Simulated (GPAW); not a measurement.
Computed results, one entry a study.

How the form of the self-energy moves the gap of TiO2 (Rutile). Symmetry: P4_2/mnm, No. 136, tetragonal system. The conventional cell has a = 4.592 Å, b = 4.592 Å, c = 2.957 Å, α = 90.00°, β = 90.00°, γ = 90.00°. Nearest to Ti lie 6 O at 1.95 to 1.98 Å. Nearest to O lie 3 Ti at 1.95 to 1.98 Å. Farther neighbours and most contacts between anions are not listed. The calculation used DFT, LDA, plane waves, PAW (and 1 further level or step) in GPAW 26.7.0, with cutoff 600 eV, GPAW PAW setups 1.2.1 data release, 4×4×6 k-mesh, nbands 151 in one of its runs. The G0W0, Godby-Needs plasmon pole is 3.669 eV and the G0W0 with rALDA vertex is 3.782 eV. The known limits are not at the basis limit. It took 3 runs, 13 min in all on 4 MPI ranks of Arm Neoverse V2, shared host (the runs of this entry). G0W0 with rALDA vertex: +0.113 eV against G0W0, Godby-Needs plasmon pole, at other bands or cutoff, so not like for like. With the rALDA kernel as a vertex the gap is 3.41 eV (in the polarisability), 3.92 eV (in the self-energy) and 3.68 eV (in both), against 3.67 eV without. The cell and positions come from the Crystallography Open Database and are kept as given unless a step says otherwise. Bands and cutoff are finite, so the gap is not at the basis limit. The miss can reach some tenths of an eV and take either sign; the mesh is an error of its own.

[Runs of the session that timed out or met a known fault of the program may be left out.]

[Hosts, paths, dates, database ids (printed as entryN), source tags and the programs' standing remarks are cut or masked in the printed files.]
